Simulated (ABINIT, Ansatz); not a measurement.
# A GW chain in ABINIT: AlGaAs2 (zincblende [001] superlattice) (P-4m2)

How does a plane-wave GW calculation on AlGaAs2 (zincblende [001] superlattice) (P-4m2) run from the first input to the gap?

Calculated with ABINIT 10.8.3; PBEsol and many-body steps on it, plane waves.

The structure was built from a prototype and need not be the compound's stable phase.

## 1. Set-up

Symmetry: P-4m2, No. 115, tetragonal system. The conventional cell has a = 4.012 Å, b = 4.012 Å, c = 11.308 Å, α = 90.00°, β = 90.00°, γ = 90.00°. Nearest to Ga lie 4 As at 2.45 Å. Nearest to As lie 4 Ga at 2.45 Å. Nearest to As lie 2 Al at 2.45 Å and 2 Ga at 2.45 Å. Nearest to Al lie 4 As at 2.45 to 2.46 Å. Nearest to As lie 4 Al at 2.46 Å. It derives from GaAs. Farther neighbours are not listed.

The structure was relaxed with PBEsol. The structure type comes from a generator and need not be one that this composition takes. The runs that relaxed it are not among those shown.

## 2. Ground state

This step: ABINIT 10.8.3; DFT, PBEsol, plane waves, norm-conserving pseudopotentials.

The ground-state density comes first.

run.abi reads:

```
acell 3*1.0 Angstrom
rprim 
  4.012070640132 0.000000000000 0.000000000000
  0.000000000000 4.012070640132 0.000000000000
  0.000000000000 0.000000000000 11.307870973057
ntypat 3
znucl 31 33 13
natom 8
typat 1 2 1 2 3 2 3 2
xred 
  0.000000000000 0.000000000000 0.062888263453
  0.500000000000 0.000000000000 0.187500000000
  0.500000000000 0.500000000000 0.312111736547
  0.000000000000 0.500000000000 0.437186699053
  0.000000000000 0.000000000000 0.562163356889
  0.500000000000 0.000000000000 0.687500000000
  0.500000000000 0.500000000000 0.812836643111
  0.000000000000 0.500000000000 0.937813300947
pp_dirpath "pseudos"
pseudos "Ga.upf, As.upf, Al.upf"
ecut 45
ngkpt 4 4 2
nshiftk 1
shiftk 0 0 0
kptopt 1
chksymbreak 0
nband 78
occopt 1
tolvrs 1e-08
nstep 60
prtwf 0
optforces 0
optstress 0
indata_prefix "in"
outdata_prefix "out"
tmpdata_prefix "tmp"
```

The run is started by

```bash
> OMP_NUM_THREADS=1 mpirun -n 4 abinit run.abi > log
```

Numbers of over 12 decimals in the logs are rounded to 6 here.

The log of the run:

```text
.Version 10.8.3 of ABINIT. v10.8.2 released Aug 2026.

 Symmetries : space group P-4 m 2 (#115); Bravais tP (primitive tetrag.)
================================================================================
 Values of the parameters that define the memory need of the present run
     intxc =       0    ionmov =       0      iscf =       7    lmnmax =       6
     lnmax =       6     mgfft =     135  mpssoang =       3    mqgrid =    6453
     natom =       8  nloc_mem =       1    nspden =       1   nspinor =       1
    nsppol =       1      nsym =       8    n1xccc =    2501    ntypat =       3
    occopt =       1   xclevel =       2
-    mband =          78        mffmem =           1         mkmem =           3
       mpw =       17720          nfft =      311040          nkpt =          12
================================================================================
  Rough estimation (10% accuracy) of disk space for files :
================================================================================

--------------------------------------------------------------------------------
------------- Echo of variables that govern the present computation ------------
--------------------------------------------------------------------------------
 -outvars: echo values of preprocessed input variables --------
            acell      1.8897261259E+00  1.8897261259E+00  1.8897261259E+00 Bohr

      chksymbreak           0
             ecut      4.50000000E+01 Hartree
-          fftalg         312

              ixc     -116133
              kpt      0.00000000E+00  0.00000000E+00  0.00000000E+00
                       2.50000000E-01  0.00000000E+00  0.00000000E+00
                       5.00000000E-01  0.00000000E+00  0.00000000E+00
                       2.50000000E-01  2.50000000E-01  0.00000000E+00
                       5.00000000E-01  2.50000000E-01  0.00000000E+00
                       5.00000000E-01  5.00000000E-01  0.00000000E+00
                       0.00000000E+00  0.00000000E+00  5.00000000E-01
                       2.50000000E-01  0.00000000E+00  5.00000000E-01
                       5.00000000E-01  0.00000000E+00  5.00000000E-01
                       2.50000000E-01  2.50000000E-01  5.00000000E-01
                       5.00000000E-01  2.50000000E-01  5.00000000E-01
[...]
kptrlatt        4    0    0      0    4    0      0    0    2
          kptrlen      3.03268588E+01
P           mkmem           3
            natom           8
            nband          78
            ngfft          48      48     135
             nkpt          12
            nstep          60
             nsym           8
           ntypat           3
              occ      2.000000  2.000000  2.000000  2.000000  2.000000  2.000000
                       2.000000  2.000000  2.000000  2.000000  2.000000  2.000000
                       2.000000  2.000000  2.000000  2.000000  2.000000  2.000000
                       2.000000  2.000000  2.000000  2.000000  2.000000  2.000000
                       2.000000  2.000000  2.000000  2.000000  2.000000  2.000000
                       2.000000  2.000000  2.000000  2.000000  2.000000  2.000000
                       2.000000  2.000000  2.000000  2.000000  2.000000  2.000000
                       2.000000  2.000000  2.000000  2.000000  2.000000  2.000000
                       2.000000  2.000000  2.000000  2.000000  2.000000  2.000000
                       2.000000  2.000000  2.000000  2.000000  2.000000  2.000000
                       2.000000  2.000000  2.000000  2.000000  2.000000  2.000000
                       2.000000  2.000000  2.000000  2.000000  0.000000  0.000000
                       0.000000  0.000000  0.000000  0.000000  0.000000  0.000000
        optforces           0
        optstress           0
            prtwf           0
            rprim      4.0120706401E+00  0.0000000000E+00  0.0000000000E+00
[...]
spgroup         115

           tolvrs      1.00000000E-08

             xred      0.0000000000E+00  0.0000000000E+00  6.2888263453E-02
[...]
znucl       31.00000   33.00000   13.00000

================================================================================

 chkinp: Checking input parameters for consistency.

================================================================================
== DATASET  1 ==================================================================
-   mpi_nproc: 4, omp_nthreads: 1 (-1 if OMP is not activated)

--- !DatasetInfo
iteration_state: {dtset: 1, }
dimensions: {natom: 8, nkpt: 12, mband: 78, nsppol: 1, nspinor: 1, nspden: 1, mpw: 17720, }
cutoff_energies: {ecut:  45.0, pawecutdg:  -1.0, }
electrons: {nelect:   1.40000000E+02, charge:   0.00000000E+00, occopt:   1.00000000E+00, tsmear:   1.00000000E-02, }

 Real(R)+Recip(G) space primitive vectors, cartesian coordinates (Bohr,Bohr^-1):
 R(1)=  7.5817147  0.0000000  0.0000000  G(1)=  0.1318963  0.0000000  0.0000000
 R(2)=  0.0000000  7.5817147  0.0000000  G(2)=  0.0000000  0.1318963  0.0000000
 R(3)=  0.0000000  0.0000000 21.3687792  G(3)=  0.0000000  0.0000000  0.0467972
 Unit cell volume ucvol=  1.2283287E+03 bohr^3
 Angles (23,13,12)=  9.00000000E+01  9.00000000E+01  9.00000000E+01 degrees

 getcut: wavevector=  0.0000  0.0000  0.0000  ngfft=  48  48 135
[...]
_setup2: Arith. and geom. avg. npw (full set) are   17705.906   17705.889

================================================================================

--- !BeginCycle
iteration_state: {dtset: 1, }
solver: {iscf: 7, nstep: 60, nline: 4, wfoptalg: 0, }
tolerances: {tolvrs: 1.00E-08, }

     iter   Etot(hartree)      deltaE(h)  residm     vres2
 ETOT  1  -1665.3531148547    -1.665E+03 1.254E+00 7.994E+05
 ETOT  2  -1669.9735532096    -4.620E+00 1.226E+00 1.614E+06
 ETOT  3  -1713.4910063636    -4.352E+01 3.738E-01 1.771E+05
 ETOT  4  -1717.9266971234    -4.436E+00 1.003E-01 8.573E+04
 ETOT  5  -1719.1454968001    -1.219E+00 1.369E-02 5.187E+04
 ETOT  6  -1720.2696438432    -1.124E+00 5.727E-02 2.349E+04
 ETOT  7  -1720.6085604496    -3.389E-01 3.503E-02 1.410E+04
 ETOT  8  -1720.7005514485    -9.199E-02 6.453E-03 1.094E+04
 ETOT  9  -1720.8525570781    -1.520E-01 5.291E-03 6.008E+03
 ETOT 10  -1721.0037382418    -1.512E-01 7.716E-03 4.107E+02
[...]
ETOT 19  -1721.0101180876     8.640E-12 3.504E-03 7.769E-07
 ETOT 20  -1721.0101180875     1.098E-10 2.977E-03 6.285E-07
 ETOT 21  -1721.0101180874     1.364E-11 1.456E-03 4.113E-07
 ETOT 22  -1721.0101180874     3.251E-11 8.252E-04 1.090E-07
 ETOT 23  -1721.0101180872     1.737E-10 3.665E-04 2.919E-09

 At SCF step   23       vres2   =  2.92E-09 < tolvrs=  1.00E-08 =>converged.

--- !ResultsGS
iteration_state: {dtset: 1, }
comment   : Summary of ground state results
lattice_vectors:
- [  7.5817147,   0.0000000,   0.0000000, ]
- [  0.0000000,   7.5817147,   0.0000000, ]
- [  0.0000000,   0.0000000,  21.3687792, ]
lattice_lengths: [   7.58171,    7.58171,   21.36878, ]
lattice_angles: [ 90.000,  90.000,  90.000, ] # degrees, (23, 13, 12)
lattice_volume:   1.2283287E+03
convergence: {deltae:  1.737E-10, res2:  2.919E-09, residm:  3.665E-04, diffor:  0.000E+00, }
etotal    :  -1.72101012E+03
entropy   :   0.00000000E+00
fermie    :   1.86514667E-01
cartesian_stress_tensor: null
pressure_GPa: null
xred      :
- [  0.0000E+00,   0.0000E+00,   6.2888E-02, Ga]
- [  5.0000E-01,   0.0000E+00,   1.8750E-01, As]
- [  5.0000E-01,   5.0000E-01,   3.1211E-01, Ga]
- [  0.0000E+00,   5.0000E-01,   4.3719E-01, As]
- [  0.0000E+00,   0.0000E+00,   5.6216E-01, Al]
- [  5.0000E-01,   0.0000E+00,   6.8750E-01, As]
- [  5.0000E-01,   5.0000E-01,   8.1284E-01, Al]
- [  0.0000E+00,   5.0000E-01,   9.3781E-01, As]
cartesian_forces: null
force_length_stats: {min: null, max: null, mean: null, }

 Integrated electronic density in atomic spheres:
 ------------------------------------------------
 Atom  Sphere_radius  Integrated_density
[...]
================================================================================

 ----iterations are completed or convergence reached----

 Mean square residual over all n,k,spin=   92.825E-08; max=  36.650E-05
 reduced coordinates (array xred) for    8 atoms
[...]
0.000000000000      0.500000000000      0.437186699053
       0.000000000000      0.000000000000      0.562163356889
       0.500000000000      0.000000000000      0.687500000000
       0.500000000000      0.500000000000      0.812836643111
       0.000000000000      0.500000000000      0.937813300947
 rms dE/dt=  0.0000E+00; max dE/dt=  0.0000E+00; dE/dt below (all hartree)
    1       0.000000000000      0.000000000000      0.000000000000
    2       0.000000000000      0.000000000000      0.000000000000
    3       0.000000000000      0.000000000000      0.000000000000
    4       0.000000000000      0.000000000000      0.000000000000
    5       0.000000000000      0.000000000000      0.000000000000
    6       0.000000000000      0.000000000000      0.000000000000
    7       0.000000000000      0.000000000000      0.000000000000
    8       0.000000000000      0.000000000000      0.000000000000

 cartesian coordinates (angstrom) at end:
    1      0.000000     0.000000     0.711132
    2      2.006035     0.000000     2.120226
    3      2.006035     2.006035     3.529319
    4      0.000000     2.006035     4.943651
    5      0.000000     0.000000     6.356871
    6      2.006035     0.000000     7.774161
    7      2.006035     2.006035     9.191452
    8      0.000000     2.006035    10.604672
 length scales=  1.889726125908  1.889726125908  1.889726125908 bohr
              =  1.000000000000  1.000000000000  1.000000000000 angstroms
 prteigrs : about to open file out_EIG
 Fermi (or HOMO) energy (hartree) =   0.18651   Average Vxc (hartree)=  -0.36009
 Eigenvalues (hartree) for nkpt=  12  k points:
 kpt#   1, nband= 78, wtk=  0.03125, kpt=  0.0000  0.0000  0.0000 (reduced coord)
  -6.58291   -6.57709   -6.57709   -6.57231   -5.07972   -5.07972   -4.50827   -4.50796
  -4.50796   -4.50275   -4.50275   -4.50252   -4.50251   -4.50165   -4.50165   -4.49778
  -4.49749   -4.49749   -3.27286   -3.27281   -3.27260   -3.27260   -3.27249   -3.27249
  -1.09741   -1.09741   -1.09721   -1.09721   -1.09680   -1.09226   -1.09226   -1.09214
  -1.09213   -1.09137   -1.09137   -1.09119   -1.09115   -1.09106   -1.09105   -1.08725
  -1.08725   -1.08706   -1.08699   -1.08660   -0.35348   -0.35140   -0.35012   -0.35012
  -0.34910   -0.34910   -0.34846   -0.34807   -0.34733   -0.34702   -0.26661   -0.23418
  -0.23320   -0.18342   -0.04003    0.05124    0.05357    0.09656    0.09656    0.12967
   0.12967    0.13040    0.13040    0.18643    0.18651    0.18651    0.22527    0.23496
   0.25220    0.26980    0.27036    0.31307    0.31355    0.33208
 prteigrs : prtvol=0 or 1, do not print more k-points.

--- !EnergyTerms
iteration_state     : {dtset: 1, }
comment             : Components of total free energy in Hartree
kinetic             :  7.86712306851974E+02
hartree             :  8.44234376591708E+02
xc                  : -1.62427151286390E+02
Ewald energy        : -6.46782616935101E+02
psp_core            :  1.62922916295443E+01
local_psp           : -2.13725308036918E+03
non_local_psp       : -4.21786244569790E+02
total_energy        : -1.72101011808724E+03
total_energy_eV     : -4.68310710565132E+04
band_energy         : -2.70821023505968E+02

== END DATASET(S) ==============================================================
================================================================================

 -outvars: echo values of variables after computation  --------
           etotal     -1.7210101181E+03
            nband          78
             nkpt          12
          spgroup         115
 [... the other variables as echoed above ...]

 Calculation completed.
```

Wall time 4.1 min (4 MPI ranks of AMD EPYC 9R45, shared host); peak memory 0.88 GiB.

This step gave:

* total energy: -46831.0711 eV
* gap: 1.055 eV
* k of the valence top: 0, 0, 0
* k of the conduction bottom: 0, 0, 0
* least direct gap: 1.055 eV

The gap is direct, at Γ.

## 3. Empty states on the mesh, 4×4×1 mesh, 396 bands

The sums over transitions need many empty states on a uniform mesh; this step solves for them.

Edit run.abi of step 2 so:

```diff
@@ -21,3 +21,3 @@
 ecut 45
-ngkpt 4 4 2
+ngkpt 4 4 1
 nshiftk 1
@@ -26,9 +26,10 @@
 chksymbreak 0
-nband 78
-occopt 1
-tolvrs 1e-08
+iscf -2
+irdden 1
+istwfk *1
+nband 396
+nbdbuf 36
+tolwfr 1e-09
 nstep 60
-prtwf 0
-optforces 0
-optstress 0
+prtvol 0
 indata_prefix "in"
```

The log of the run:

```text
.Version 10.8.3 of ABINIT. v10.8.2 released Aug 2026.

 Symmetries : space group P-4 m 2 (#115); Bravais tP (primitive tetrag.)
[... echo of the input left out ...]
== DATASET  1 ==================================================================
-   mpi_nproc: 4, omp_nthreads: 1 (-1 if OMP is not activated)

--- !DatasetInfo
iteration_state: {dtset: 1, }
dimensions: {natom: 8, nkpt: 6, mband: 396, nsppol: 1, nspinor: 1, nspden: 1, mpw: 17765, }
cutoff_energies: {ecut:  45.0, pawecutdg:  -1.0, }
electrons: {nelect:   1.40000000E+02, charge:   0.00000000E+00, occopt:   1.00000000E+00, tsmear:   1.00000000E-02, }

 Real(R)+Recip(G) space primitive vectors, cartesian coordinates (Bohr,Bohr^-1):
 R(1)=  7.5817147  0.0000000  0.0000000  G(1)=  0.1318963  0.0000000  0.0000000
 R(2)=  0.0000000  7.5817147  0.0000000  G(2)=  0.0000000  0.1318963  0.0000000
 R(3)=  0.0000000  0.0000000 21.3687792  G(3)=  0.0000000  0.0000000  0.0467972
 Unit cell volume ucvol=  1.2283287E+03 bohr^3
 Angles (23,13,12)=  9.00000000E+01  9.00000000E+01  9.00000000E+01 degrees

 getcut: wavevector=  0.0000  0.0000  0.0000  ngfft=  48  48 135
         ecut(hartree)=     45.000   => boxcut(ratio)=   2.07660

--- Pseudopotential description ------------------------------------------------
- Ga Generated using ONCVPSP code by D. R. Hamann
- 31.00000  21.00000  180301                  znucl, zion, pspdat
12 -116133 2 -1 1902                          pspcod,pspxc,lmax,lloc,mmax
     nproj     2     2     2
  pspatm : epsatm=   21.80669258
         --- l  ekb(1:nproj) -->
             0    4.959893   -1.213809
             1   -5.684672   -1.351107
             2  -10.614396   -3.839878
 pspatm: atomic psp has been read  and splines computed

- As Generated using ONCVPSP code by D. R. Hamann
- 33.00000  23.00000  180301                  znucl, zion, pspdat
12 -116133 2 -1 1342                          pspcod,pspxc,lmax,lloc,mmax
     nproj     2     2     2
  pspatm : epsatm=   24.49033745
         --- l  ekb(1:nproj) -->
[...]
pspatm: atomic psp has been read  and splines computed

- Al Generated using ONCVPSP code by D. R. Hamann
- 13.00000   3.00000  180301                  znucl, zion, pspdat
12 -116133 2 -1 1876                          pspcod,pspxc,lmax,lloc,mmax
     nproj     2     2     2
  pspatm : epsatm=    0.68509285
         --- l  ekb(1:nproj) -->
[...]
pspatm: atomic psp has been read  and splines computed

--------------------------------------------------------------------------------

================================================================================
 prteigrs : about to open file out_EIG
 Non-SCF case, kpt    1 (  0.00000  0.00000  0.00000), residuals and eigenvalues=
  3.02E-10  2.72E-10  3.64E-10  2.85E-10  2.36E-10  2.69E-10  2.73E-10  2.48E-10
  2.40E-10  2.38E-10  2.56E-10  2.53E-10  2.72E-10  2.73E-10  3.31E-10  2.53E-10
  2.35E-10  2.51E-10  4.00E-10  3.65E-10  2.82E-10  3.60E-10  3.79E-10  3.41E-10
[...]
1.93E-05  1.30E-04  2.12E-04  5.11E-05
 -6.5829E+00 -6.5771E+00 -6.5771E+00 -6.5723E+00 -5.0797E+00 -5.0797E+00
 -4.5083E+00 -4.5080E+00 -4.5080E+00 -4.5027E+00 -4.5027E+00 -4.5025E+00
 -4.5025E+00 -4.5016E+00 -4.5016E+00 -4.4978E+00 -4.4975E+00 -4.4975E+00
[...]
2.9897E+00  2.9930E+00  2.9930E+00  2.9998E+00  2.9998E+00  3.0078E+00
  3.0325E+00  3.0359E+00  3.0480E+00  3.0486E+00  3.0753E+00  3.0800E+00
 prteigrs : prtvol=0 or 1, do not print more k-points.

--- !ResultsGS
iteration_state: {dtset: 1, }
comment   : Summary of ground state results
lattice_vectors:
- [  7.5817147,   0.0000000,   0.0000000, ]
- [  0.0000000,   7.5817147,   0.0000000, ]
- [  0.0000000,   0.0000000,  21.3687792, ]
lattice_lengths: [   7.58171,    7.58171,   21.36878, ]
lattice_angles: [ 90.000,  90.000,  90.000, ] # degrees, (23, 13, 12)
lattice_volume:   1.2283287E+03
convergence: {deltae:  0.000E+00, res2:  0.000E+00, residm:  9.974E-10, diffor:  0.000E+00, }
etotal    :  -1.72101012E+03
entropy   :   0.00000000E+00
fermie    :   1.86514667E-01
cartesian_stress_tensor: null
pressure_GPa: null
xred      :
- [  0.0000E+00,   0.0000E+00,   6.2888E-02, Ga]
- [  5.0000E-01,   0.0000E+00,   1.8750E-01, As]
- [  5.0000E-01,   5.0000E-01,   3.1211E-01, Ga]
- [  0.0000E+00,   5.0000E-01,   4.3719E-01, As]
- [  0.0000E+00,   0.0000E+00,   5.6216E-01, Al]
- [  5.0000E-01,   0.0000E+00,   6.8750E-01, As]
- [  5.0000E-01,   5.0000E-01,   8.1284E-01, Al]
- [  0.0000E+00,   5.0000E-01,   9.3781E-01, As]
cartesian_forces: null
force_length_stats: {min: null, max: null, mean: null, }

 Integrated electronic density in atomic spheres:
 ------------------------------------------------
 Atom  Sphere_radius  Integrated_density
[...]
================================================================================

 ----iterations are completed or convergence reached----

 Mean square residual over all n,k,spin=   43.375E-11; max=  99.738E-11
 reduced coordinates (array xred) for    8 atoms
[...]
0.500000000000      0.500000000000      0.812836643111
       0.000000000000      0.500000000000      0.937813300947

 cartesian coordinates (angstrom) at end:
    1      0.000000     0.000000     0.711132
    2      2.006035     0.000000     2.120226
[...]
8      0.000000     2.006035    10.604672
 length scales=  1.889726125908  1.889726125908  1.889726125908 bohr
              =  1.000000000000  1.000000000000  1.000000000000 angstroms
 prteigrs : about to open file out_EIG
 Eigenvalues (hartree) for nkpt=   6  k points:
 kpt#   1, nband=396, wtk=  0.06250, kpt=  0.0000  0.0000  0.0000 (reduced coord)
[...]
2.96443    2.96904    2.97077    2.97853    2.97853    2.98166    2.98532    2.98965
   2.98966    2.99303    2.99304    2.99980    2.99980    3.00775    3.03249    3.03585
   3.04796    3.04857    3.07531    3.07996
 prteigrs : prtvol=0 or 1, do not print more k-points.

== END DATASET(S) ==============================================================
================================================================================

 -outvars: echo values of variables after computation  --------
            nband         396
             nkpt           6
          spgroup         115
 [... the other variables as echoed above ...]

 Calculation completed.
```

Run time: 15 min. Hardware: 4 MPI ranks; peak memory 1.2 GiB; 59 min of CPU time.

Numbers from this step:

- gap: 1.055 eV
- k of the valence top: 0, 0, 0
- k of the conduction bottom: 0, 0, 0
- least direct gap: 1.055 eV
- k points computed: 6
- lowest point of the top converged band, above the valence top: 69.9629 eV

On this mesh the gap is 1.055 eV.

(Part 1 of 2 ends here.)

[Paths, hosts, dates, memory and timing lines, banners, echoed tables and standing remarks are left out of the program output.]

[Logs are printed without paths, hosts, clocks, repeated set-up lines and the standing remarks that a program may print on its own settings, such as how far it seeks lower states.]

[Runs of the session that timed out or met a known fault of the program may be left out.]

[Hosts, paths, dates, database ids (printed as entryN), source tags and the programs' standing remarks are cut or masked in the printed files.]

[G0W0 gaps are taken among the corrected bands and points alone; a level outside them can change the order at an edge.]

[Where Ansatz stands beside ABINIT at settings called matched, ABINIT's density can come from a denser mesh and the files from another edition; pairs whose starting gaps differed by over 0.03 eV were left out, so agreement reads better than it is.]
